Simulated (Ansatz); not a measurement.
**AgCl (Chlorargyrite): how robust is the cRPA U?**

What does U in AgCl (Chlorargyrite) depend on besides the window?

Method: constrained RPA on LDA, plane waves, PAW, in Ansatz 0.2.0.

Most raw output is cut from this account.

The database entry behind the starting cell differs from later determinations by our own check (an axis about 1.4 % short against later determinations), so it need not match the best structure at ambient conditions.

In doubt: RPA on norm-conserving files with a d shell is listed as unsure (step 8), so the values of those runs are not to be relied on.

### 1. The structure

The structure is cubic, space group Fm-3m (No. 225). The conventional cell has a = 5.470 Å, b = 5.470 Å, c = 5.470 Å, α = 90.00°, β = 90.00°, γ = 90.00°. Nearest to Ag lie 6 Cl at 2.73 Å. Nearest to Cl lie 6 Ag at 2.73 Å. Farther neighbours and most contacts between anions are not listed.

The cell and positions come from the Crystallography Open Database and are kept as given unless a step says otherwise. The default PAW set here is soft_2. Its files were made with PBE.

### 2. Base: Ag d + anion p, bands v8 to v1, 6×6×6 mesh, medium accuracy

Constrained RPA screens the interaction with every transition except those inside the target bands, which a later many-body model would treat itself.

File input.yaml:

```yaml
crystal:
  lattice:
    - [0.0, -2.735, -2.735]
    - [2.735, 0.0, -2.735]
    - [2.735, -2.735, 0.0]
  atoms:
    - { symbol: Ag, position: [0.0, 0.0, 0.0] }
    - { symbol: Cl, position: [0.5, 0.5, 0.5] }
kpoints:
  mp_grid: { grid: [12, 12, 12] }
hamiltonian:
  xc: lda
scf:
  occupations: { method: gaussian, width: 0.08 }
  n_extra_bands: 19
  max_iter: 150
output:
  crpa:
    kmesh: [6, 6, 6]
    target_bands: [v8, v1]
    projections: [{ species: Ag, l: d, shell: 4 }, { species: Cl, l: p, shell: 3 }]
  local_orbitals:
    kmesh: [6, 6, 6]
    orbitals: [{ species: Ag, l: d, shell: 4 }, { species: Cl, l: p, shell: 3 }]
    window: { bands: [v8, v1] }
    seedname: lo
```

The run is started by

```sh
$ ansatz run input.yaml --threads 4 --pin off --max-ram 9216MiB --backend cpu --events-out ev --progress --plain --runs-dir out
```

Run time: 5.9 min. Hardware: 4 threads of Arm Neoverse V2, shared host; peak memory 0.56 GiB; 23 min of CPU time.

Numbers from this step:

```
U                                                 : 5.911 eV
U prime (inter-orbital)                           : 4.824 eV
J                                                 : 0.5428 eV
bare V                                            : 18.61 eV
bare J                                            : 0.7079 eV
stated bound on U                                 : 0.02178 eV
U over bare V                                     : 0.3177
electrons in the window                           : 16
head of the constrained inverse dielectric matrix : 0.1796
least eigenvalue of the projection's overlap      : 0.7163
target functions                                  : 8
bands in the sums                                 : 26
r.m.s. miss of the model bands                    : 0.003512 eV
width of the target bands                         : 5.692 eV
weight of the projected orbitals in the window    : 0.9712
```

On the Ag d shell, screening brings the on-site interaction from 18.6 eV down to U = 5.91 eV.

### 3. Changed: 4×4×4 mesh

input.yaml, the sections that differ from step 2:

```yaml
output:
  crpa:
    kmesh: [4, 4, 4]
    target_bands: [v8, v1]
    projections: [{ species: Ag, l: d, shell: 4 }, { species: Cl, l: p, shell: 3 }]
# crystal, kpoints, hamiltonian, scf: as in step 2
```

Elapsed: 45 s, on 4 threads; peak memory 0.47 GiB.

Numbers from this step:

* U: 5.906 eV
* U prime (inter-orbital): 4.819 eV
* J: 0.5432 eV
* bare V: 18.63 eV
* bare J: 0.7083 eV
* stated bound on U: 0.01999 eV
* U over bare V: 0.3171
* electrons in the window: 16
* head of the constrained inverse dielectric matrix: 0.1662
* least eigenvalue of the projection's overlap: 0.6923
* target functions: 8
* bands in the sums: 26
* width of the target bands: 5.692 eV
* weight of the projected orbitals in the window: 0.9712

On the Ag d shell, screening brings the on-site interaction from 18.6 eV down to U = 5.91 eV.

### 4. Changed: 2×2×2 mesh

input.yaml, as its differences from that of step 3:

```diff
@@ -18,3 +18,3 @@
   crpa:
-    kmesh: [4, 4, 4]
+    kmesh: [2, 2, 2]
     target_bands: [v8, v1]
```

It took 4.2 s on 4 threads; peak memory 0.42 GiB.

Numbers from this step:

| Quantity | Value |
| --- | --- |
| U | 5.881 eV |
| U prime (inter-orbital) | 4.782 eV |
| J | 0.5488 eV |
| bare V | 18.88 eV |
| bare J | 0.7150 eV |
| stated bound on U | 0.01316 eV |
| U over bare V | 0.3115 |
| electrons in the window | 16 |
| head of the constrained inverse dielectric matrix | 0.09976 |
| least eigenvalue of the projection's overlap | 0.7320 |
| target functions | 8 |
| bands in the sums | 26 |
| width of the target bands | 5.692 eV |
| weight of the projected orbitals in the window | 0.9712 |

On the Ag d shell, screening brings the on-site interaction from 18.9 eV down to U = 5.88 eV.

### 5. Changed: sums over states

input.yaml, as its differences from that of step 4:

```diff
@@ -18,4 +18,7 @@
   crpa:
-    kmesh: [2, 2, 2]
+    kmesh: [6, 6, 6]
     target_bands: [v8, v1]
     projections: [{ species: Ag, l: d, shell: 4 }, { species: Cl, l: p, shell: 3 }]
+    accuracy: sum_over_states
+    n_empty_bands: 52
+    ecut_chi: 250
```

Wall time 29 s (4 threads); peak memory 0.65 GiB.

This variant gives U = 5.99 eV against 5.91 eV. It is a finite sum over empty states with no bound on its error and stays out of the table below.

### 6. Changed: accuracy high

input.yaml, as its differences from that of step 5:

```diff
@@ -21,4 +21,2 @@
     projections: [{ species: Ag, l: d, shell: 4 }, { species: Cl, l: p, shell: 3 }]
-    accuracy: sum_over_states
-    n_empty_bands: 52
-    ecut_chi: 250
+    accuracy: high
```

The job ended after 11 min (4 threads; peak memory 0.61 GiB; 42 min of CPU time).

This step gave:

```yaml
u: 5.912 eV
u_prime_inter_orbital: 4.825 eV
j: 0.5429 eV
bare_v: 18.61 eV
bare_j: 0.7079 eV
stated_bound_on_u: 6.10e-4 eV
u_over_bare_v: 0.3177
electrons_in_the_window: 16
head_of_the_constrained_inverse_dielectric_matrix: 0.1796
least_eigenvalue_of_the_projection_s_overlap: 0.7163
target_functions: 8
bands_in_the_sums: 26
width_of_the_target_bands: 5.692 eV
weight_of_the_projected_orbitals_in_the_window: 0.9712
```

On the Ag d shell, screening brings the on-site interaction from 18.6 eV down to U = 5.91 eV.

### 7. Changed: a wide Fermi-Dirac smearing

input.yaml, the sections that differ from step 6:

```yaml
scf:
  occupations: { method: fermi_dirac, width: 0.5 }
  n_extra_bands: 19
  max_iter: 150
output:
  crpa:
    kmesh: [6, 6, 6]
    target_bands: [v8, v1]
    projections: [{ species: Ag, l: d, shell: 4 }, { species: Cl, l: p, shell: 3 }]
# crystal, kpoints, hamiltonian: as in step 6
```

Wall time 1.7 s (4 threads); peak memory 0.38 GiB.

The self-consistent loop converged; the step after it was not made. The program's words: cRPA refused: cRPA: band c1 at k-index 0 must be full below output.crpa.target_bands = [v8, v1] or empty above, but its occupation deviates by 7.94e-1 of a full band (tolerance 1e-3). Include the band in the window or, for the tail of a fermi_dirac temperature, lower scf.occupations.width or leave the width out

The fault put into this input: a wide Fermi-Dirac smearing.

### 8. Changed: potentials

This step: constrained RPA on LDA, plane waves, norm-conserving pseudopotentials.

input.yaml, as its differences from that of step 7:

```diff
@@ -12,4 +12,5 @@
   xc: lda
+  pseudopotentials: { kind: nc }
 scf:
-  occupations: { method: fermi_dirac, width: 0.5 }
+  occupations: { method: gaussian, width: 0.08 }
   n_extra_bands: 19
```

The job ended after 25 min (4 threads; peak memory 1.2 GiB).

Numbers from this step:

```
U                                                 : 5.904 eV
U prime (inter-orbital)                           : 4.824 eV
J                                                 : 0.5397 eV
bare V                                            : 18.61 eV
bare J                                            : 0.7069 eV
stated bound on U                                 : 0.01630 eV
U over bare V                                     : 0.3173
electrons in the window                           : 16
head of the constrained inverse dielectric matrix : 0.1797
least eigenvalue of the projection's overlap      : 0.7146
target functions                                  : 8
bands in the sums                                 : 26
width of the target bands                         : 5.691 eV
weight of the projected orbitals in the window    : 0.9714
```

On the Ag d shell, screening brings the on-site interaction from 18.6 eV down to U = 5.90 eV.

### 9. Side by side

Times are wall times on 4 threads of Arm Neoverse V2, shared host, good to a factor of about two.

```csv
run,bare V (eV),U (eV),J (eV),bound on U (eV),width (eV),time
target window,18.61,5.911,0.543,0.0218,5.69,5.9 min
4×4×4 mesh,18.63,5.906,0.543,0.0200,5.69,45 s
2×2×2 mesh,18.88,5.881,0.549,0.0132,5.69,4.2 s
accuracy high,18.61,5.912,0.543,0.0006,5.69,11 min
potentials,18.61,5.904,0.540,0.0163,5.69,25 min
```

### 10. Outcome

* target window: U 5.91 eV, J 0.54 eV
* 4×4×4 mesh: U 5.91 eV, J 0.54 eV
* 2×2×2 mesh: U 5.88 eV, J 0.55 eV
* accuracy high: U 5.91 eV, J 0.54 eV
* potentials: U 5.90 eV, J 0.54 eV

**Reading.** 4×4×4 mesh moves U by −0.005 eV (within the solver's bounds, for the mean over orbitals) at 0.13 times the time. 2×2×2 mesh moves U by −0.03 eV (within the solver's bounds, for the mean over orbitals) at 0.012 times the time. Accuracy high moves U by +0.001 eV (within the solver's bounds, for the mean over orbitals). Potentials moves U by −0.01 eV (within the solver's bounds, for the mean over orbitals) at 4.1 times the time. The printed bound covers the solver alone, not the mesh, and no denser mesh than the base was run. The parent state is non-magnetic and the interaction static (zero frequency); U depends on the window and the orbitals, so it belongs to this model alone. A window that holds the anion p bands defines a model with explicit ligands; its U belongs to that model and is not the U of DFT+U.

[Paths, hosts, dates, memory and timing lines, banners, echoed tables and standing remarks are left out of the program output.]

[Logs are printed without paths, hosts, clocks, repeated set-up lines and the standing remarks that a program may print on its own settings, such as how far it seeks lower states.]

[Runs of the session that timed out or met a known fault of the program may be left out.]

[Hosts, paths, dates, database ids (printed as entryN), source tags and the programs' standing remarks are cut or masked in the printed files.]
